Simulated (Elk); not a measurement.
**Polar Kerr effect of Fe**

How strongly does Fe turn reflected light?

Calculated with Elk 11.2.3 (patched build); PBE; all-electron APW+lo, Dirac cores, scalar-relativistic bands with second-variational spin-orbit coupling.

The database entry behind the starting cell differs from later determinations by our own check (an axis about 0.7 % long against later determinations), so it need not match the best structure at ambient conditions.

### Step 1. The starting structure

Symmetry: Im-3m, No. 229, cubic system. Conventional cell: a = 2.886 Å, b = 2.886 Å, c = 2.886 Å, α = 90.00°, β = 90.00°, γ = 90.00°. Nearest to Fe lie 8 Fe at 2.50 Å.

As a file:

```cif
data_structure
_symmetry_space_group_name_H-M 'P 1'
_symmetry_Int_Tables_number 1
_cell_length_a 2.4993
_cell_length_b 2.4993
_cell_length_c 2.4993
_cell_angle_alpha 109.471
_cell_angle_beta 109.471
_cell_angle_gamma 109.471
_cell_volume 12.02
loop_
_atom_site_label
_atom_site_type_symbol
_atom_site_fract_x
_atom_site_fract_y
_atom_site_fract_z
_atom_site_occupancy
Fe1 Fe 0.00000 0.00000 0.00000 1
```

### Step 2. Ground state with spin–orbit coupling

In a ferromagnet the Kerr effect comes from exchange splitting and spin–orbit coupling together. The parallel order is imposed here; no other order was tried.

In this input [111] lies along z, the axis of the moments and of the light.

Moments are seeded by fields in the spheres (the last three columns under atoms), set against the wanted direction and reduced each loop.

The input, elk.in:

```
tasks
  0
  15

xctype
  20

rgkmax
  7.0

nempty
  14

swidth
  0.003

reducebf
  0.5

epsengy
  1e-05

maxscl
  100

lmaxi
  3

lmaxapw
  12

lmaxo
  8

nrmtscf
  1.5

spinpol
  .true.

spinorb
  .true.

cmagz
  .true.

sppath
  './'

avec
  -4.30123669641 1.15251289926 1.57436189858
  1.15251289926 -4.30123669641 1.57436189858
  3.14872379715 3.14872379715 1.57436189858

atoms
  1
  'Fe.in'
  1
  0.0000000000 0.0000000000 0.0000000000   0.000000 0.000000 -0.140000

ngridk
  12 12 12
```

Command:

```sh
$ OMP_NUM_THREADS=2 elk
```

Numbers of over 12 decimals in the logs are rounded to 6 here.

The program printed:

```text
Warning(chksvso): spin-orbit splittings by the second variation are low [figures from our tests cut]: local-orbitals by j (lorbdm 7 and 8, zora) mend levels alone

--- INFO.OUT ---
┌─────────────────────────┐
│ Elk code version 11.2.3 │
└─────────────────────────┘

All units are atomic (Hartree, Bohr, etc.)

┌─────────────────────────────────────────────────┐
│ Ground-state run starting from atomic densities │
└─────────────────────────────────────────────────┘

Lattice vectors :
  -4.301236696       1.152512899       1.574361899
   1.152512899      -4.301236696       1.574361899
   3.148723797       3.148723797       1.574361899

Species : 1 (Fe)
 parameters loaded from : Fe.in
 name : iron
 nuclear charge    :   -26.00000000
 electronic charge :    26.00000000
 atomic mass :    101799.2075
 muffin-tin radius :    2.336542848
 number of radial points in muffin-tin :    749
 inner part over the whole radius :   0.9833862517E-02
 number on inner part of muffin-tin    :    533
 approximate nuclear radius :   0.7160107270E-04
 number of mesh points to nuclear radius :    263
 atomic positions (lattice), magnetic fields (Cartesian) :
  1 :   0.00000000  0.00000000  0.00000000    0.00000000  0.00000000 -0.14000000

Total number of atoms per unit cell :    1
Total muffin-tin volume :    53.43303687
 ratio of muffin-tin to unit cell volume :   0.6588010343

Spin treatment :
 spin-polarised
 spin-orbit coupling
 global magnetic field (Cartesian) :    0.000000000       0.000000000       0.000000000
 collinear magnetisation in z-direction

Number of Bravais lattice symmetries :   48
Number of crystal symmetries         :    6
Crystal has inversion symmetry
Real symmetric eigensolver will be used

k-point grid :     12    12    12
k-point offset :    0.000000000       0.000000000       0.000000000
k-point set is reduced with full crystal symmetry group
Total number of k-points :      294

Muffin-tin radius times maximum |G+k| :    7.000000000
 using average radius
Maximum |G+k| for APW functions       :    2.995879150
Maximum (1/2)|G+k|²                   :    4.487645939
Maximum |G| for potential and density :    12.00000000
Constant for pseudocharge density :    7
 order of it for each species :   14
 order of it for pair densities of each species (exact exchange by exxq0 0: 16) :   10
Radial integration step length :    1

G-vector grid sizes :     20    20    20
Number of G-vectors :     2347

Maximum angular momentum used for
 APW functions            :   12
 outer part of muffin-tin :    8
 inner part of muffin-tin :    3

Number of empty states         :     14
Total number of valence states :     46
Total number of core states    :     10

Third-order local-orbitals added for an l without core states : T
Total number of local-orbitals :     23

Exchange-correlation functional :     20     0     0
 Perdew-Burke-Ernzerhof, Phys. Rev. Lett. 77, 3865 (1996)
 gradient requirement :    1
 generalised gradient approximation (GGA)

Smearing type :    3
 Fermi-Dirac
Smearing width :   0.3000000000E-02
Effective electronic temperature (K) :    947.3250744

Mixing type :    3
 Broyden mixing, J. Phys. A: Math. Gen. 17, L317 (1984)

Kohn-Sham potential initialised from atomic data

┌──────────────────────────────┐
│ Self-consistent loop started │
└──────────────────────────────┘

┌─────────────────┐
│ Loop number : 1 │
└─────────────────┘

Energies :
 Fermi                       :     0.198893
 sum of occupied eigenvalues :     -739.02042728010
 electron kinetic            :      1288.3291085889
 core electron kinetic       :      1149.7641410248
 Coulomb                     :     -2505.4613525124
 Coulomb potential           :     -1955.1000064030
 nuclear-nuclear             :     -225.54407463120
 electron-nuclear            :     -2613.6948822292
 Hartree                     :      333.77760434803
 Madelung                    :     -1527.9113493109
 xc potential                :     -72.122318325714
 xc effective B-field        :    -0.122532
 external B-field            :      0.000000
 exchange                    :     -54.587033088979
 correlation                 :     -1.206157
 electron entropic           :    -0.82141875358157E-03
 total energy                :     -1272.9262556630
 (external B-field energy excluded from total)

Density of states at Fermi energy :    27.27095645
 (states/Hartree/unit cell)

Estimated indirect band gap :   0.1155755722E-02
 from k-point 6 to k-point 233
Estimated direct band gap   :   0.2449026677E-02
 at k-point 18

Charges :
 core                        :    10.00000000
 valence                     :    16.00000000
 interstitial                :    1.110892343
 muffin-tins (core leakage)
  species : 1 (Fe)
   atom 1                    :    24.88910766     ( -0.7687922139E-06)
 total in muffin-tins        :    24.88910766
 total calculated charge     :    25.99977032
 total charge                :    26.00000000
 error                       :   0.2296824437E-03

Moments :
 interstitial                :  -0.3373111156E-01
 muffin-tins
  species : 1 (Fe)
   atom 1                    :    2.427316974
 total in muffin-tins        :    2.427316974
 total moment                :    2.393585863

[... earlier loops left out ...]

┌──────────────────┐
│ Loop number : 18 │
└──────────────────┘

Energies :
 Fermi                       :     0.294483
 sum of occupied eigenvalues :     -736.81124877262
 electron kinetic            :      1290.0148959483
 core electron kinetic       :      1149.7587826344
 Coulomb                     :     -2506.8772250227
 Coulomb potential           :     -1954.2175222513
 nuclear-nuclear             :     -225.54407463120
 electron-nuclear            :     -2617.4367072674
 Hartree                     :      336.10355687587
 Madelung                    :     -1529.7684638971
 xc potential                :     -72.491331090908
 xc effective B-field        :    -0.117291
 external B-field            :      0.000000
 exchange                    :     -54.731162088492
 correlation                 :     -1.205998
 electron entropic           :    -0.74973078667848E-03
 total energy                :     -1272.8002388119
 (external B-field energy excluded from total)

Density of states at Fermi energy :    25.36363394
 (states/Hartree/unit cell)

Estimated indirect band gap :   0.1641938761E-03
 from k-point 58 to k-point 218
Estimated direct band gap   :   0.1223833461E-02
 at k-point 294

Charges :
 core                        :    10.00000000
 valence                     :    16.00000000
 interstitial                :    1.044839318
 muffin-tins (core leakage)
  species : 1 (Fe)
   atom 1                    :    24.95516068     ( -0.7687921020E-06)
 total in muffin-tins        :    24.95516068
 total calculated charge     :    25.99976369
 total charge                :    26.00000000
 error                       :   0.2363124340E-03

Moments :
 interstitial                :  -0.5153200920E-01
 muffin-tins
  species : 1 (Fe)
   atom 1                    :    2.336455735
 total in muffin-tins        :    2.336455735
 total moment                :    2.284923726

┌──────────────────────────────┐
│ Self-consistent loop stopped │
└──────────────────────────────┘

Wrote STATE.OUT
```

Wall time 8.2 min (2 threads of Intel Xeon at 2.70GHz, shared host); peak memory 0.14 GiB.

Read from the output:

| Item | Value |
| --- | --- |
| density of states at the Fermi level | 0.9321 states/eV/cell |
| moment between the spheres | -0.05153 μB |
| magnetization | 2.285 μB |
| final state | ferromagnetic |
| largest moment | 2.336 μB |

After 18 cycles the largest moment stands at 2.34 μB.

Orbital moment <L> in the sphere by atom:

| atom | x (μB) | y (μB) | z (μB) | size |
| --- | --- | --- | --- | --- |
| Fe1 | 0.0000 | 0.0000 | 0.0472 | 0.0472 |

### Step 3. States and momentum matrix elements on a finer mesh

Optical spectra need more k points than the density, so the states are solved once on a finer mesh in the saved potential.

elk.in, as its differences from that of step 2:

```diff
@@ -1,4 +1,4 @@
 tasks
-  0
-  15
+  1
+  120
 
@@ -23,3 +23,3 @@
 maxscl
-  100
+  1
 
@@ -58,5 +58,5 @@
   1
-  0.0000000000 0.0000000000 0.0000000000   0.000000 0.000000 -0.140000
+  0.0000000000 0.0000000000 0.0000000000   0.000000 0.000000 -0.000140
 
 ngridk
-  12 12 12
+  19 19 19
```

Command:

```sh
$ OMP_NUM_THREADS=2 elk
```

The program printed:

```text
Warning(chksvso): spin-orbit splittings by the second variation are low [figures from our tests cut]: local-orbitals by j (lorbdm 7 and 8, zora) mend levels alone

--- INFO.OUT ---
┌─────────────────────────┐
│ Elk code version 11.2.3 │
└─────────────────────────┘

All units are atomic (Hartree, Bohr, etc.)

┌──────────────────────────────────────────┐
│ Ground-state run resuming from STATE.OUT │
└──────────────────────────────────────────┘

Lattice vectors :
  -4.301236696       1.152512899       1.574361899
   1.152512899      -4.301236696       1.574361899
   3.148723797       3.148723797       1.574361899

Species : 1 (Fe)
 muffin-tin radius :    2.336542848
 atomic positions (lattice), magnetic fields (Cartesian) :
  1 :   0.00000000  0.00000000  0.00000000    0.00000000  0.00000000  0.00000000

Total number of atoms per unit cell :    1
Total muffin-tin volume :    53.43303687
 ratio of muffin-tin to unit cell volume :   0.6588010343

Spin treatment :
 spin-polarised
 spin-orbit coupling
 global magnetic field (Cartesian) :    0.000000000       0.000000000       0.000000000
 collinear magnetisation in z-direction

Number of Bravais lattice symmetries :   48
Number of crystal symmetries         :    6
Crystal has inversion symmetry
Real symmetric eigensolver will be used

k-point grid :     19    19    19
k-point offset :    0.000000000       0.000000000       0.000000000
k-point set is reduced with full crystal symmetry group
Total number of k-points :     1150

Muffin-tin radius times maximum |G+k| :    7.000000000
 using average radius
Maximum |G+k| for APW functions       :    2.995879150
Maximum (1/2)|G+k|²                   :    4.487645939
Maximum |G| for potential and density :    12.00000000
[...]
┌──────────────────────────────┐
│ Self-consistent loop started │
└──────────────────────────────┘

┌─────────────────┐
│ Loop number : 1 │
└─────────────────┘

Reached self-consistent loops maximum

Energies :
 Fermi                       :     0.293450
 sum of occupied eigenvalues :     -736.81116233507
 electron kinetic            :      1290.0045810684
 core electron kinetic       :      1149.7588553343
 Coulomb                     :     -2506.8684264942
 Coulomb potential           :     -1954.2216286964
 nuclear-nuclear             :     -225.54407463120
 electron-nuclear            :     -2617.4113413492
 Hartree                     :      336.08698948622
 Madelung                    :     -1529.7576121460
 xc potential                :     -72.477257923076
 xc effective B-field        :    -0.116441
 external B-field            :      0.000000
 exchange                    :     -54.729629846985
 correlation                 :     -1.206043
 electron entropic           :    -0.84929876536163E-03
 total energy                :     -1272.8003680113
 (external B-field energy excluded from total)

Density of states at Fermi energy :    28.62355078
 (states/Hartree/unit cell)

Estimated indirect band gap :   0.9791564726E-04
 from k-point 561 to k-point 1068
Estimated direct band gap   :   0.8204467205E-03
 at k-point 1147

Charges :
 core                        :    10.00000000
 valence                     :    16.00000000
 interstitial                :    1.045013875
 muffin-tins (core leakage)
  species : 1 (Fe)
   atom 1                    :    24.95498612     ( -0.7687922139E-06)
 total in muffin-tins        :    24.95498612
 total calculated charge     :    25.99975909
 total charge                :    26.00000000
 error                       :   0.2409082523E-03

Moments :
 interstitial                :  -0.5093799505E-01
 muffin-tins
  species : 1 (Fe)
   atom 1                    :    2.326669612
 total in muffin-tins        :    2.326669612
 total moment                :    2.275731617

┌──────────────────────────────┐
│ Self-consistent loop stopped │
└──────────────────────────────┘
```

It took 3 min on 2 threads; peak memory 0.27 GiB; 5.8 min of CPU time.

Numbers from this step:

```yaml
magnetization: 2.276 μB
largest_moment: 2.327 μB
```

### Step 4. Optics with a broadening of 0.20 eV

The broadening stands for the lifetime of the excited states; it lowers and widens the peaks.

elk.in, as its differences from that of step 3:

```diff
@@ -1,4 +1,4 @@
 tasks
-  1
-  120
+  121
+  122
 
@@ -14,3 +14,3 @@
 swidth
-  0.003
+  0.0075
 
@@ -23,3 +23,3 @@
 maxscl
-  1
+  100
 
@@ -46,2 +46,5 @@
 
+intraband
+  .false.
+
 sppath
@@ -62 +65,10 @@
   19 19 19
+
+wplot
+  240 100 0
+  0.00000 0.30000
+
+optcomp
+  1 1
+  1 2
+  3 3
```

Command:

```sh
$ OMP_NUM_THREADS=2 elk
```

The program printed:

```text
┌─────────────────────────────────┐
│ Elk code version 11.2.3 started │
└─────────────────────────────────┘

Info(readinput): the functional depends on the density's gradient
 twice the muffin-tin radial points are taken where nrmtscf is not given

┌────────────────────┐
│ Current task : 121 │
└────────────────────┘

Info(checkmt): changed muffin-tin radius of species 1 (Fe) from   2.4000 to   2.3365

Info(dielectric):
 dielectric tensor written to EPSILON_ij.OUT
 optical conductivity written to SIGMA_ij.OUT
 for components
  i = 1, j = 1
  i = 1, j = 2
  i = 3, j = 3

┌────────────────────┐
│ Current task : 122 │
└────────────────────┘

Warning(chksvso): spin-orbit splittings by the second variation are low [figures from our tests cut]: local-orbitals by j (lorbdm 7 and 8, zora) mend levels alone

Info(dielectric):
 dielectric tensor written to EPSILON_ij.OUT
 optical conductivity written to SIGMA_ij.OUT
 for components
  i = 1, j = 1
  i = 1, j = 2

Info(moke):
 complex Kerr angle in degrees written to KERR.OUT

┌──────────────────┐
│ Elk code stopped │
└──────────────────┘
```

Elapsed: 1.7 min, on 2 threads; peak memory 0.06 GiB.

Intraband term left out, so in a metal the low energies lack the Drude part. Polar Kerr angle against photon energy; values in degrees:

| photon energy (eV) | rotation | ellipticity |
| --- | --- | --- |
| 0.0 | 0 | 0 |
| 0.2 | 0.806 | -0.248 |
| 0.4 | 0.915 | 0.0843 |
| 0.6 | 0.828 | 0.220 |
| 0.8 | 0.741 | 0.332 |
| 1.0 | 0.637 | 0.359 |
| 1.2 | 0.598 | 0.370 |
| 1.4 | 0.519 | 0.409 |
| 1.6 | 0.488 | 0.411 |
| 1.8 | 0.420 | 0.434 |
| 2.0 | 0.363 | 0.429 |
| 2.2 | 0.309 | 0.437 |
| 2.4 | 0.216 | 0.419 |
| 2.6 | 0.167 | 0.326 |
| 2.8 | 0.177 | 0.288 |
| 3.0 | 0.167 | 0.250 |
| 3.2 | 0.181 | 0.213 |
| 3.4 | 0.184 | 0.201 |
| 3.6 | 0.180 | 0.161 |
| 3.8 | 0.226 | 0.122 |
| 4.0 | 0.258 | 0.116 |
| 4.2 | 0.330 | 0.0995 |
| 4.4 | 0.372 | 0.168 |
| 4.6 | 0.407 | 0.187 |
| 4.8 | 0.449 | 0.268 |
| 5.0 | 0.434 | 0.343 |
| 5.2 | 0.439 | 0.426 |
| 5.4 | 0.424 | 0.534 |
| 5.6 | 0.359 | 0.710 |
| 5.8 | 0.107 | 0.929 |
| 6.0 | -0.430 | 0.763 |
| 6.2 | -0.395 | 0.326 |
| 6.4 | -0.295 | 0.229 |
| 6.6 | -0.255 | 0.149 |
| 6.8 | -0.207 | 0.0704 |
| 7.0 | -0.157 | 0.0441 |
| 7.2 | -0.144 | 0.0136 |
| 7.4 | -0.116 | -0.0640 |
| 7.6 | -0.0377 | -0.108 |
| 7.8 | 0.0349 | -0.131 |
| 8.0 | 0.112 | -0.149 |

(Continued in part 2 of 2.)

[Logs and program files are shortened in this print: banners, set-up blocks, solver, clock and traceback lines can be left out without a mark of their own.]

[Logs are printed without paths, hosts, clocks, repeated set-up lines and the standing remarks that a program may print on its own settings, such as how far it seeks lower states.]

[Hosts, paths, dates, database ids (printed as entryN), source tags and the programs' standing remarks are cut or masked in the printed files.]

[Where a cell is said to come from a database of computed structures, the database is the Materials Project.]
